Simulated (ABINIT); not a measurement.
# Quasiparticle gap of AlN (P6_3mc) in ABINIT, part 2 of 3

Aim: the G0W0 gap of AlN (P6_3mc) on PBE, step by step.

ABINIT 10.8.3; PBE and many-body steps on it, plane waves. Known limits of the many-body steps: not at the basis limit.

So far. Step 2 (Ground state): The gap is direct, at Γ.

The database entry behind the starting cell differs from later determinations by our own check (inner coordinate u about 0.002 short), so it need not match the best structure at ambient conditions.

### Step 3. Bands along the symmetry lines

Level of this step: DFT, PBE, plane waves, norm-conserving pseudopotentials (ABINIT).

Levels along a band path, at the cheap level, show where the edges lie and whether the meshes to come will hold them.

Contents of run.abi:

```
acell 3*1.0 Angstrom
rprim 
  3.113000000011 -0.000000000003 0.000000000000
  -1.556500000003 2.695937081992 0.000000000000
  0.000000000000 0.000000000000 4.981000000000
ntypat 2
znucl 13 7
natom 4
typat 1 1 2 2
xred 
  0.333333333333 0.666666666667 0.000000000000
  0.666666666667 0.333333333333 0.500000000000
  0.333333333333 0.666666666667 0.380000000000
  0.666666666667 0.333333333333 0.880000000000
pp_dirpath "pseudos"
pseudos "Al.upf, N.upf"
ecut 36
iscf -2
irdden 1
kptopt 0
nkpt 75
kpt 
  0.00000000 0.00000000 0.00000000
  0.06250000 0.00000000 0.00000000
  0.12500000 0.00000000 0.00000000
  0.18750000 0.00000000 0.00000000
  0.25000000 0.00000000 0.00000000
  0.31250000 0.00000000 0.00000000
  0.37500000 0.00000000 0.00000000
  0.43750000 0.00000000 0.00000000
  0.50000000 0.00000000 0.00000000
  0.47916667 0.04166667 0.00000000
  0.45833333 0.08333333 0.00000000
  0.43750000 0.12500000 0.00000000
  0.41666666 0.16666666 0.00000000
  0.39583333 0.20833333 0.00000000
  0.37500000 0.25000000 0.00000000
  0.35416666 0.29166666 0.00000000
  0.33333333 0.33333333 0.00000000
  0.29166666 0.29166666 0.00000000
  0.25000000 0.25000000 0.00000000
  0.20833333 0.20833333 0.00000000
  0.16666666 0.16666666 0.00000000
  0.12500000 0.12500000 0.00000000
  0.08333333 0.08333333 0.00000000
  0.04166667 0.04166667 0.00000000
  0.00000000 0.00000000 0.00000000
  0.00000000 0.00000000 0.06250000
  0.00000000 0.00000000 0.12500000
  0.00000000 0.00000000 0.18750000
  0.00000000 0.00000000 0.25000000
  0.00000000 0.00000000 0.31250000
  0.00000000 0.00000000 0.37500000
  0.00000000 0.00000000 0.43750000
  0.00000000 0.00000000 0.50000000
  0.06250000 0.00000000 0.50000000
  0.12500000 0.00000000 0.50000000
  0.18750000 0.00000000 0.50000000
  0.25000000 0.00000000 0.50000000
  0.31250000 0.00000000 0.50000000
  0.37500000 0.00000000 0.50000000
  0.43750000 0.00000000 0.50000000
  0.50000000 0.00000000 0.50000000
  0.47916667 0.04166667 0.50000000
  0.45833333 0.08333333 0.50000000
  0.43750000 0.12500000 0.50000000
  0.41666666 0.16666666 0.50000000
  0.39583333 0.20833333 0.50000000
  0.37500000 0.25000000 0.50000000
  0.35416666 0.29166666 0.50000000
  0.33333333 0.33333333 0.50000000
  0.29166666 0.29166666 0.50000000
  0.25000000 0.25000000 0.50000000
  0.20833333 0.20833333 0.50000000
  0.16666666 0.16666666 0.50000000
  0.12500000 0.12500000 0.50000000
  0.08333333 0.08333333 0.50000000
  0.04166667 0.04166667 0.50000000
  0.00000000 0.00000000 0.50000000
  0.50000000 0.00000000 0.50000000
  0.50000000 0.00000000 0.43750000
  0.50000000 0.00000000 0.37500000
  0.50000000 0.00000000 0.31250000
  0.50000000 0.00000000 0.25000000
  0.50000000 0.00000000 0.18750000
  0.50000000 0.00000000 0.12500000
  0.50000000 0.00000000 0.06250000
  0.50000000 0.00000000 0.00000000
  0.33333333 0.33333333 0.50000000
  0.33333333 0.33333333 0.43750000
  0.33333333 0.33333333 0.37500000
  0.33333333 0.33333333 0.31250000
  0.33333333 0.33333333 0.25000000
  0.33333333 0.33333333 0.18750000
  0.33333333 0.33333333 0.12500000
  0.33333333 0.33333333 0.06250000
  0.33333333 0.33333333 0.00000000
istwfk *1
nband 15
nbdbuf 2
tolwfr 1e-08
nstep 40
prtwf 0
prtvol 0
indata_prefix "in"
outdata_prefix "out"
tmpdata_prefix "tmp"
```

Command:

```console
$ OMP_NUM_THREADS=1 mpirun -n 8 abinit run.abi > log
```

Numbers of over 12 decimals in the logs are rounded to 6 here.

Output:

```text
.Version 10.8.3 of ABINIT. v10.8.2 released Aug 2026.

 Symmetries : space group P6_3 m c (#186); Bravais hP (primitive hexag.)
[... echo of the input left out ...]
== DATASET  1 ==================================================================
-   mpi_nproc: 8, omp_nthreads: 1 (-1 if OMP is not activated)

--- !DatasetInfo
iteration_state: {dtset: 1, }
dimensions: {natom: 4, nkpt: 75, mband: 15, nsppol: 1, nspinor: 1, nspden: 1, mpw: 2937, }
cutoff_energies: {ecut:  36.0, pawecutdg:  -1.0, }
electrons: {nelect:   1.60000000E+01, charge:   0.00000000E+00, occopt:   1.00000000E+00, tsmear:   1.00000000E-02, }

 Real(R)+Recip(G) space primitive vectors, cartesian coordinates (Bohr,Bohr^-1):
 R(1)=  5.8827174  0.0000000  0.0000000  G(1)=  0.1699895  0.0981435  0.0000000
 R(2)= -2.9413587  5.0945827  0.0000000  G(2)=  0.0000000  0.1962869  0.0000000
 R(3)=  0.0000000  0.0000000  9.4127258  G(3)=  0.0000000  0.0000000  0.1062392
 Unit cell volume ucvol=  2.8209931E+02 bohr^3
 Angles (23,13,12)=  9.00000000E+01  9.00000000E+01  1.20000000E+02 degrees

 getcut: wavevector=  0.0000  0.0000  0.0000  ngfft=  32  32  54
         ecut(hartree)=     36.000   => boxcut(ratio)=   2.01398

--- Pseudopotential description ------------------------------------------------
- Al Generated using ONCVPSP code by D. R. Hamann
- 13.00000   3.00000  171031                  znucl, zion, pspdat
12 -101130 2 -1 1876                          pspcod,pspxc,lmax,lloc,mmax
     nproj     2     2     2
  pspatm : epsatm=    4.08140545
         --- l  ekb(1:nproj) -->
             0    5.126667    0.728291
             1    7.287548    0.832437
             2   -2.770497   -0.637722
 pspatm: atomic psp has been read  and splines computed

- N Generated using ONCVPSP code by D. R. Hamann
-  7.00000   5.00000  171031                  znucl, zion, pspdat
12 -101130 1 -1 1058                          pspcod,pspxc,lmax,lloc,mmax
     nproj     2     2     0
  pspatm : epsatm=    5.20977870
         --- l  ekb(1:nproj) -->
[...]
pspatm: atomic psp has been read  and splines computed

--------------------------------------------------------------------------------

================================================================================
 prteigrs : about to open file out_EIG
 Non-SCF case, kpt    1 (  0.00000  0.00000  0.00000), residuals and eigenvalues=
  1.35E-09  4.38E-09  3.93E-09  2.05E-09  5.49E-09  1.86E-09  4.78E-09  7.86E-09
  2.98E-09  4.96E-09  7.19E-09  9.62E-09  7.48E-09  1.71E-07  1.65E-08
 -3.6127E-01 -2.8223E-01 -2.4254E-02  1.6476E-01  1.6476E-01  1.8869E-01
  1.8869E-01  1.9530E-01  3.5040E-01  4.4063E-01  5.8456E-01  6.0656E-01
[...]
Non-SCF case, kpt    2 (  0.06250  0.00000  0.00000), residuals and eigenvalues=
  8.26E-09  8.40E-09  3.03E-09  4.39E-09  2.18E-09  4.03E-09  2.76E-09  8.04E-09
[...]
Non-SCF case, kpt   74 (  0.33333  0.33333  0.06250), residuals and eigenvalues=
[...]
Non-SCF case, kpt   75 (  0.33333  0.33333  0.00000), residuals and eigenvalues=
[...]
-2.6958E-01 -2.6958E-01  1.9329E-02  5.7384E-02  5.7384E-02  1.0651E-01
  1.0816E-01  1.0816E-01  3.8180E-01  5.0314E-01  5.5167E-01  5.5167E-01
[...]
--- !ResultsGS
iteration_state: {dtset: 1, }
comment   : Summary of ground state results
lattice_vectors:
- [  5.8827174,  -0.0000000,   0.0000000, ]
- [ -2.9413587,   5.0945827,   0.0000000, ]
- [  0.0000000,   0.0000000,   9.4127258, ]
lattice_lengths: [   5.88272,    5.88272,    9.41273, ]
lattice_angles: [ 90.000,  90.000, 120.000, ] # degrees, (23, 13, 12)
lattice_volume:   2.8209931E+02
convergence: {deltae:  0.000E+00, res2:  0.000E+00, residm:  9.988E-09, diffor:  0.000E+00, }
etotal    :  -2.55880884E+01
entropy   :   0.00000000E+00
fermie    :   1.95302428E-01
cartesian_stress_tensor: null
pressure_GPa: null
xred      :
- [  3.3333E-01,   6.6667E-01,   1.1102E-16, Al]
- [  6.6667E-01,   3.3333E-01,   5.0000E-01, Al]
- [  3.3333E-01,   6.6667E-01,   3.8000E-01,  N]
- [  6.6667E-01,   3.3333E-01,   8.8000E-01,  N]
cartesian_forces: null
force_length_stats: {min: null, max: null, mean: null, }

 Integrated electronic density in atomic spheres:
 ------------------------------------------------
 Atom  Sphere_radius  Integrated_density
[...]
================================================================================

 ----iterations are completed or convergence reached----

 Mean square residual over all n,k,spin=   48.190E-10; max=  99.876E-10
 reduced coordinates (array xred) for    4 atoms
[...]
0.333333333333      0.666666666667      0.380000000000
       0.666666666667      0.333333333333      0.880000000000

 cartesian coordinates (angstrom) at end:
    1      1.67e-12     1.797291     0.000000
    2      1.556500     0.898646     2.490500
    3      1.67e-12     1.797291     1.892780
    4      1.556500     0.898646     4.383280
 length scales=  1.889726125908  1.889726125908  1.889726125908 bohr
              =  1.000000000000  1.000000000000  1.000000000000 angstroms
 prteigrs : about to open file out_EIG
 Eigenvalues (hartree) for nkpt=  75  k points:
 kpt#   1, nband= 15, wtk=  1.00000, kpt=  0.0000  0.0000  0.0000 (reduced coord)
[...]
kpt#   2, nband= 15, wtk=  1.00000, kpt=  0.0625  0.0000  0.0000 (reduced coord)
[...]
kpt#   3, nband= 15, wtk=  1.00000, kpt=  0.1250  0.0000  0.0000 (reduced coord)
[...]
kpt#  74, nband= 15, wtk=  1.00000, kpt=  0.3333  0.3333  0.0625 (reduced coord)
  -0.26951   -0.26951    0.01992    0.05462    0.05462    0.10520    0.11158    0.11158
   0.38397    0.50288    0.54836    0.54836    0.62090    0.62090    0.67785
 kpt#  75, nband= 15, wtk=  1.00000, kpt=  0.3333  0.3333  0.0000 (reduced coord)
  -0.26958   -0.26958    0.01933    0.05738    0.05738    0.10651    0.10816    0.10816
   0.38180    0.50314    0.55167    0.55167    0.61993    0.61993    0.67792

== END DATASET(S) ==============================================================
================================================================================

 -outvars: echo values of variables after computation  --------
            nband          15
             nkpt          75
          spgroup         186
 [... the other variables as echoed above ...]

 Calculation completed.
```

Run time: 7.4 s. Hardware: 8 MPI ranks of Arm Neoverse V1, shared host; peak memory 0.51 GiB.

Numbers from this step:

* gap: 4.220 eV
* k of the valence top: 0, 0, 0
* k of the conduction bottom: 0, 0, 0
* least direct gap: 4.220 eV

The gap is 4.220 eV, as in the run before at this level.

The electronic bands at the labelled points (eV, zero at the top of the highest filled band; v1 is the highest filled band, c1 the lowest empty one):

```csv
point,v4,v3,v2,v1,c1,c2,c3,c4
Γ,-0.83,-0.18,-0.18,0.00,4.22,6.68,10.59,11.19
halfway,-2.43,-1.54,-0.44,-0.38,6.21,7.63,8.10,10.04
M,-3.33,-2.06,-1.77,-0.66,5.83,5.84,8.21,10.30
halfway,-3.07,-2.97,-1.86,-1.49,5.54,7.17,8.88,10.08
K,-3.75,-2.42,-2.37,-2.37,5.07,8.38,9.70,9.70
halfway,-3.35,-1.67,-0.86,-0.59,6.85,7.48,8.57,9.14
Γ,-0.83,-0.18,-0.18,0.00,4.22,6.68,10.59,11.19
halfway,-0.74,-0.74,-0.28,-0.28,5.17,6.79,10.27,11.16
A,-0.51,-0.51,-0.51,-0.51,6.47,6.47,10.35,10.35
halfway,-1.58,-1.58,-1.01,-1.01,6.55,6.55,9.52,9.52
L,-1.44,-1.44,-1.35,-1.35,5.34,5.34,9.32,9.32
halfway,-2.72,-2.72,-0.92,-0.92,6.19,6.19,9.25,9.25
H,-3.83,-3.83,-0.78,-0.78,7.44,7.44,7.88,7.88
halfway,-1.80,-1.80,-1.20,-1.20,6.74,6.74,9.49,9.49
A,-0.51,-0.51,-0.51,-0.51,6.47,6.47,10.35,10.35
jump to L,-1.44,-1.44,-1.35,-1.35,5.34,5.34,9.32,9.32
halfway,-2.55,-1.89,-1.19,-0.91,5.09,5.93,9.37,9.47
M,-3.33,-2.06,-1.77,-0.66,5.83,5.84,8.21,10.30
jump to H,-3.83,-3.83,-0.78,-0.78,7.44,7.44,7.88,7.88
halfway,-4.41,-2.91,-1.46,-1.46,5.91,8.23,8.70,8.70
K,-3.75,-2.42,-2.37,-2.37,5.07,8.38,9.70,9.70
```

### Step 4. Empty states on the mesh, 6×6×4 mesh, 110 bands

The sums over transitions need many empty states on a uniform mesh; this step solves for them.

Contents of run.abi:

```
acell 3*1.0 Angstrom
rprim 
  3.113000000011 -0.000000000003 0.000000000000
  -1.556500000003 2.695937081992 0.000000000000
  0.000000000000 0.000000000000 4.981000000000
ntypat 2
znucl 13 7
natom 4
typat 1 1 2 2
xred 
  0.333333333333 0.666666666667 0.000000000000
  0.666666666667 0.333333333333 0.500000000000
  0.333333333333 0.666666666667 0.380000000000
  0.666666666667 0.333333333333 0.880000000000
pp_dirpath "pseudos"
pseudos "Al.upf, N.upf"
ecut 36
ngkpt 6 6 4
nshiftk 1
shiftk 0 0 0
kptopt 1
chksymbreak 0
irdden 1
istwfk *1
nband 110
prtvol 0
optdriver 6
gwr_task "HDIAGO"
paral_kgb 0
occopt 1
indata_prefix "in"
outdata_prefix "out"
tmpdata_prefix "tmp"
```

Output:

```text
[banner, memory and clock lines left out]
.Version 10.8.3 of ABINIT. v10.8.2 released Aug 2026.

 Symmetries : space group P6_3 m c (#186); Bravais hP (primitive hexag.)
[... echo of the input left out ...]
== DATASET  1 ==================================================================
-   mpi_nproc: 8, omp_nthreads: 1 (-1 if OMP is not activated)

--- !DatasetInfo
iteration_state: {dtset: 1, }
dimensions: {natom: 4, nkpt: 21, mband: 110, nsppol: 1, nspinor: 1, nspden: 1, mpw: 2934, }
cutoff_energies: {ecut:  36.0, pawecutdg:  -1.0, }
electrons: {nelect:   1.60000000E+01, charge:   0.00000000E+00, occopt:   1.00000000E+00, tsmear:   1.00000000E-02, }

.Using double precision arithmetic; gwpc =  8

- Reading GS density from: in_DEN

--- Pseudopotential description ------------------------------------------------
- Al Generated using ONCVPSP code by D. R. Hamann
- 13.00000   3.00000  171031                  znucl, zion, pspdat
12 -101130 2 -1 1876                          pspcod,pspxc,lmax,lloc,mmax
     nproj     2     2     2
  pspatm : epsatm=    4.08140545
         --- l  ekb(1:nproj) -->
             0    5.126667    0.728291
             1    7.287548    0.832437
             2   -2.770497   -0.637722
 pspatm: atomic psp has been read  and splines computed

- N Generated using ONCVPSP code by D. R. Hamann
-  7.00000   5.00000  171031                  znucl, zion, pspdat
12 -101130 1 -1 1058                          pspcod,pspxc,lmax,lloc,mmax
     nproj     2     2     0
  pspatm : epsatm=    5.20977870
         --- l  ekb(1:nproj) -->
             0    7.494509    0.636305
             1   -4.293905   -1.006988
 pspatm: atomic psp has been read  and splines computed

   2.97317893E+02                                ecore*ucvol(ha*bohr**3)

 Total charge density [el/Bohr^3]
)     Maximum=    5.3940E-01  at reduced coord.    0.7813    0.4063    0.8889
)     Minimum=    1.6705E-03  at reduced coord.    0.3125    0.6563    0.0000
   Integrated=    1.6000E+01

 === KS gaps after direct diagonalization ===
 Direct band gap semiconductor
 Fundamental gap:     4.220 (eV)
   VBM:     5.314 (eV) at k: [ 0.0000E+00,  0.0000E+00,  0.0000E+00]
   CBM:     9.535 (eV) at k: [ 0.0000E+00,  0.0000E+00,  0.0000E+00]
 Direct gap:         4.220 (eV) at k: [ 0.0000E+00,  0.0000E+00,  0.0000E+00]

== END DATASET(S) ==============================================================

 -outvars: echo values of variables after computation  --------
           etotal      0.0000000000E+00
            nband         110
             nkpt          21
          spgroup         186
 [... the other variables as echoed above ...]

 Calculation completed.
```

Run time: 54 s. Hardware: 8 MPI ranks; peak memory 4.1 GiB; 7.2 min of CPU time.

This step gave:

- gap: 4.220 eV
- k of the valence top: 0, 0, 0
- k of the conduction bottom: 0, 0, 0
- least direct gap: 4.220 eV
- k points computed: 21
- lowest point of the top converged band, above the valence top: 84.0306 eV

On this mesh the gap is 4.220 eV.

### Step 5. Screening, 6×6×4 mesh, 102 bands, screening to 163.3 eV

The RPA dielectric matrix is built and inverted for each q.

This step: RPA screening on PBE, plane waves, norm-conserving pseudopotentials.

run.abi: that of step 4 with these lines changed.

```diff
@@ -22,10 +22,11 @@
 chksymbreak 0
-irdden 1
 istwfk *1
-nband 110
-prtvol 0
-optdriver 6
-gwr_task "HDIAGO"
-paral_kgb 0
 occopt 1
+irdwfk 1
+optdriver 3
+nband 102
+ecuteps 6
+inclvkb 2
+awtr 1
+symchi 1
 indata_prefix "in"
```

Output:

```text
.Version 10.8.3 of ABINIT. v10.8.2 released Aug 2026.

 Symmetries : space group P6_3 m c (#186); Bravais hP (primitive hexag.)
[... echo of the input left out ...]
== DATASET  1 ==================================================================
-   mpi_nproc: 8, omp_nthreads: 1 (-1 if OMP is not activated)

--- !DatasetInfo
iteration_state: {dtset: 1, }
dimensions: {natom: 4, nkpt: 21, mband: 102, nsppol: 1, nspinor: 1, nspden: 1, mpw: 2934, }
cutoff_energies: {ecut:  36.0, pawecutdg:  -1.0, }
electrons: {nelect:   1.60000000E+01, charge:   0.00000000E+00, occopt:   1.00000000E+00, tsmear:   1.00000000E-02, }

 SCREENING: Calculation of the susceptibility and dielectric matrices

 Based on a program developped by R.W. Godby, V. Olevano, G. Onida, and L. Reining.
 Incorporated in ABINIT by V. Olevano, G.-M. Rignanese, and M. Torrent.
.Using double precision arithmetic ; gwpc =  8

[... cell and pseudopotentials left out ...]
--------------------------------------------------------------------------------

 ==== K-mesh for the wavefunctions ====
 Number of points in the irreducible wedge :    21
[... list of points left out ...]
 Together with 12 symmetry operations and time-reversal symmetry
 yields   144 points in the full Brillouin Zone.

 ==== Q-mesh for the screening function ====
 Number of points in the irreducible wedge :    21
[... list of points left out ...]
 Together with 12 symmetry operations and time-reversal symmetry
 yields   144 points in the full Brillouin Zone.

 setmesh: FFT mesh size selected  =    20x   20x   36
          total number of points  =        14400

 vcoul_init : cutoff-mode = AUXILIARY_FUNCTION
 q-points for optical limit:   1
     1)      0.000010    0.000020    0.000030

- screening: taking advantage of time-reversal symmetry
- Maximum band index for partially occupied states nbvw = 8
- Remaining bands to be divided among processors   nbcw = 94
- Number of bands treated by each node ~11

 Number of electrons calculated from density =   16.0000; Expected =   16.0000
 average of density, n =  0.056718
 r_s =    1.6146
 omega_plasma =   22.9728 [eV]

 calculating chi0 at frequencies [eV] :
  1    0.000000E+00    0.000000E+00
  2    0.000000E+00    2.297283E+01

--------------------------------------------------------------------------------
  q-point number  1        q = ( 0.000000, 0.000000, 0.000000) [r.l.u.]
--------------------------------------------------------------------------------
[... chi0 elements left out ...]
 For q-point:  0.000010 0.000020 0.000030
  dielectric constant =   4.2153
  dielectric constant without local fields =   4.6411

  Average fulfillment of the sum rule on Im[epsilon] for q-point    1 :     80.33  [%]
[... wings left out ...]
  q-point number  2        q = ( 0.166667, 0.000000, 0.000000) [r.l.u.]
--------------------------------------------------------------------------------
[... chi0 elements left out ...]
  Average fulfillment of the sum rule on Im[epsilon] for q-point    2 :     89.01  [%]

 [... 19 further q-points ...]
```

It took 48 s on 8 MPI ranks; peak memory 1.6 GiB; 6.4 min of CPU time.

Numbers from this step:

```
ε∞ with local fields, on this mesh, along the program's q direction : 4.215
the same without local fields                                       : 4.641
plasma frequency                                                    : 22.97 eV
plane waves in the screening matrix                                 : 197
```

Local fields lower ε∞ by 9 %.

(Continued in part 3 of 3.)

[Paths, hosts, dates, memory and timing lines, banners, echoed tables and standing remarks are left out of the program output.]

[Logs are printed without paths, hosts, clocks, repeated set-up lines and the standing remarks that a program may print on its own settings, such as how far it seeks lower states.]

[Runs of the session that timed out or met a known fault of the program may be left out.]

[Hosts, paths, dates, database ids (printed as entryN), source tags and the programs' standing remarks are cut or masked in the printed files.]

[G0W0 gaps are taken among the corrected bands and points alone; a level outside them can change the order at an edge.]

[Where Ansatz stands beside ABINIT at settings called matched, ABINIT's density can come from a denser mesh and the files from another edition; pairs whose starting gaps differed by over 0.03 eV were left out, so agreement reads better than it is.]
